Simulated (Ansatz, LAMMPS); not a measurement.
# Glassy 46SiO2-16Al2O3-16BaO-16Li2O-5Sc2O3 (mol %) (121 atoms), the frame at 104 fs of a trajectory (instantaneous temperature 334 K)

Geometry: the frame at 104 fs of a trajectory (instantaneous temperature 334 K). Computed with Ansatz 0.2.0: Kohn-Sham DFT, PBE, PAW (set soft_2), plane waves; cutoff 420 eV, Γ point, fixed occupations; density 3.21 g/cm³.

Extended XYZ; positions in Å, forces in eV/Å:

```xyz
121
Lattice="11.589 0.000 0.000 0.000 11.589 0.000 0.000 0.000 11.589" Properties=species:S:1:pos:R:3:forces:R:3 pbc="T T T"
Si 2.094 3.068 6.828 0.248 -1.077 -0.814
Si 8.639 10.862 0.246 2.027 -0.848 0.124
Si 4.681 9.016 11.253 -0.661 -2.537 -0.547
Si 0.071 7.818 2.802 -0.181 1.343 -1.215
Si 4.268 6.648 5.976 0.685 -1.821 0.297
Si 8.095 6.805 7.641 1.271 1.018 -0.972
Si 10.016 2.581 10.600 1.105 0.037 1.254
Si 11.201 0.063 2.051 -0.452 -1.502 -0.044
Si 6.250 6.900 1.524 1.595 1.498 0.319
Si 11.053 6.842 8.390 -1.420 -0.308 0.539
Si 11.247 5.223 11.299 -1.183 -0.469 -1.413
Si 10.278 11.392 6.668 1.280 -0.660 1.177
Si 3.691 0.598 7.872 -1.239 0.134 -2.472
Si 4.406 1.939 2.531 1.841 -0.373 -0.416
Si 4.800 3.410 9.294 -0.899 -1.712 -0.102
Si 3.826 10.771 3.556 -0.419 -0.943 -2.525
Si 6.855 4.952 5.373 -0.837 0.282 1.863
Al 5.696 10.995 5.547 -0.463 0.668 2.062
Al 2.253 6.593 0.879 1.020 -0.197 0.644
Al 8.211 9.604 5.580 0.172 -1.671 -0.841
Al 8.694 8.686 2.231 0.575 -0.586 0.636
Al 1.999 9.482 1.288 0.162 -0.178 0.826
Al 10.895 11.162 9.915 -0.002 -0.212 0.620
Al 3.907 7.698 3.295 0.696 0.568 -0.404
Al 10.045 2.526 2.205 -1.105 -0.036 0.374
Al 2.055 5.925 7.580 0.006 0.702 -0.557
Al 4.878 2.606 5.874 1.023 -0.202 0.153
Al 4.159 6.443 9.700 -1.397 1.570 0.553
Al 3.363 9.461 6.230 -0.080 0.049 1.558
Ba 7.388 4.747 10.680 1.482 0.232 -0.186
Ba 1.897 1.546 11.368 -0.133 -0.161 0.018
Ba 1.633 4.413 3.495 0.186 0.024 0.244
Ba 9.999 3.769 6.280 -0.547 0.071 -0.121
Ba 1.248 0.982 4.617 0.610 0.339 -0.330
Ba 7.484 0.974 8.208 -0.095 0.070 0.055
Li 7.314 8.764 10.467 0.312 -0.232 0.446
Li 4.434 4.691 0.701 -0.304 -0.425 0.252
Li 7.053 2.594 4.070 0.597 -0.136 -0.582
Li 9.031 0.572 4.215 0.142 -0.010 0.095
Li 1.288 7.667 5.595 -0.358 -0.540 -0.425
Li 7.666 1.667 1.375 0.135 0.130 0.325
Li 2.204 4.397 9.771 -0.472 0.420 0.135
Li 11.100 9.742 4.804 0.446 0.313 -0.869
Li 2.482 8.294 9.820 -0.161 0.842 -0.186
Li 10.792 8.414 10.479 0.043 0.123 0.417
Li 9.025 9.495 8.701 0.196 0.170 -0.177
Li 6.581 9.604 2.690 -0.705 0.303 0.423
Sc 9.556 5.509 2.675 -0.106 -0.307 -0.171
Sc 0.986 10.013 7.834 0.374 -0.062 1.693
Sc 5.678 0.824 11.060 -0.337 -0.586 -0.288
Sc 6.008 8.696 8.158 0.442 0.424 -0.277
O 2.997 10.725 7.632 -0.726 -0.639 -0.328
O 7.439 7.194 9.026 -0.736 0.043 1.578
O 7.854 9.716 1.072 -0.316 0.088 0.030
O 11.174 6.283 9.976 0.387 0.115 0.175
O 4.640 6.999 7.470 0.848 0.482 1.258
O 7.978 5.003 4.253 1.030 0.710 -1.006
O 9.529 1.123 6.177 0.522 0.104 -0.040
O 2.447 6.608 9.158 0.288 -1.024 -0.490
O 10.974 8.440 8.597 0.100 0.114 -0.189
O 8.993 2.823 9.425 -0.198 0.387 -0.856
O 10.586 3.895 3.218 -0.439 0.097 -0.864
O 7.245 9.951 9.008 -1.069 -0.052 -0.148
O 7.675 0.412 11.293 -0.695 0.678 -0.362
O 4.442 0.583 9.220 1.398 0.242 2.435
O 0.366 11.250 6.434 -1.779 0.240 -0.004
O 2.340 1.596 7.615 0.210 0.486 -0.123
O 3.033 8.916 11.573 -0.313 -0.452 0.684
O 4.552 8.323 9.708 0.672 -0.265 0.390
O 9.865 9.880 6.107 -0.446 0.837 -0.183
O 3.380 3.144 10.196 1.860 0.121 -0.805
O 0.725 8.566 4.026 0.255 0.692 0.839
O 5.917 8.001 0.267 -0.989 0.434 -0.562
O 10.878 1.201 10.586 0.508 -1.182 -0.727
O 10.873 11.428 3.607 -0.003 -0.751 0.617
O 1.018 5.394 0.513 1.087 -0.059 0.455
O 4.687 0.768 6.450 1.126 -0.081 -0.821
O 5.397 10.723 3.860 0.467 -0.223 -0.647
O 3.396 0.523 2.697 0.475 0.071 0.276
O 10.094 11.157 8.328 0.235 0.482 -0.682
O 0.748 3.117 5.873 -0.107 -0.167 0.540
O 9.595 10.062 10.695 0.370 0.454 -0.054
O 3.404 3.027 1.900 -0.123 0.214 0.371
O 7.452 5.612 6.835 -1.155 -1.919 -1.805
O 5.178 2.162 4.021 -0.821 -0.183 -1.231
O 0.899 10.825 1.430 0.413 -0.153 -0.108
O 1.057 7.941 1.415 1.642 0.054 -0.652
O 8.181 9.329 3.807 0.073 -0.416 0.203
O 3.659 6.181 11.479 -0.611 0.548 -0.397
O 1.931 8.587 6.970 1.048 -0.170 -0.825
O 3.215 3.120 5.609 -0.175 0.127 0.034
O 11.319 6.344 3.256 -1.002 -1.509 0.173
O 2.831 5.910 5.959 -1.266 -0.134 0.276
O 11.359 3.663 10.627 -0.501 0.809 0.331
O 9.776 11.471 1.285 -0.442 -0.160 -0.489
O 5.089 5.037 9.512 0.862 -1.310 -0.643
O 3.984 7.961 5.073 -0.710 1.527 -1.246
O 1.945 4.214 7.925 0.359 0.138 0.917
O 6.708 3.321 5.762 -1.370 0.689 -0.158
O 9.324 2.673 0.513 -0.135 0.545 0.531
O 5.139 9.690 6.628 -0.071 0.077 -0.749
O 3.367 9.392 2.654 -0.376 0.491 -0.531
O 4.884 2.910 7.694 -0.229 1.181 1.732
O 9.622 6.135 7.877 -0.852 1.046 -0.004
O 0.034 1.617 1.875 -0.062 1.363 0.291
O 8.619 1.981 3.145 0.055 -0.062 -1.007
O 0.361 6.272 7.191 0.792 0.045 -0.151
O 6.093 2.608 10.056 -0.865 0.556 -0.163
O 10.419 8.494 1.986 -1.518 0.114 0.735
O 5.620 7.684 2.799 -1.511 -0.007 0.356
O 5.605 1.559 1.318 -1.292 0.361 1.433
O 7.391 11.116 5.811 -0.382 0.173 0.102
O 3.001 10.594 4.883 -0.649 0.082 1.266
O 2.910 6.459 2.613 -0.108 0.165 -0.775
O 4.982 10.510 11.452 1.069 2.316 0.354
O 7.832 8.225 6.760 0.149 -0.167 -0.231
O 5.349 5.738 5.136 1.574 -1.059 -0.057
O 6.099 5.389 1.129 -0.566 -0.926 0.073
O 7.886 7.125 1.813 0.919 -0.117 0.353
O 0.960 10.457 9.904 -1.280 0.341 -0.697
O 9.894 5.491 0.549 -0.018 -0.191 0.836
```

The quench rate of 300 K/ps is many orders above laboratory rates, so the cell is likely richer in defects and strain than a real sample. The network of bonds at the start is that of the classical potential that made the cell. Only the Γ point is sampled, in a cell whose shortest periodic width is 12 Å.

The r.m.s. force component is 0.791 eV/Å; the longest force, 2.88 eV/Å, acts on O84. The energy lies 8.3 meV/atom below that of the first step of this run.

[Logs are printed without paths, hosts, clocks, repeated set-up lines and the standing remarks that a program may print on its own settings, such as how far it seeks lower states.]

[Hosts, paths, dates, database ids (printed as entryN), source tags and the programs' standing remarks are cut or masked in the printed files.]
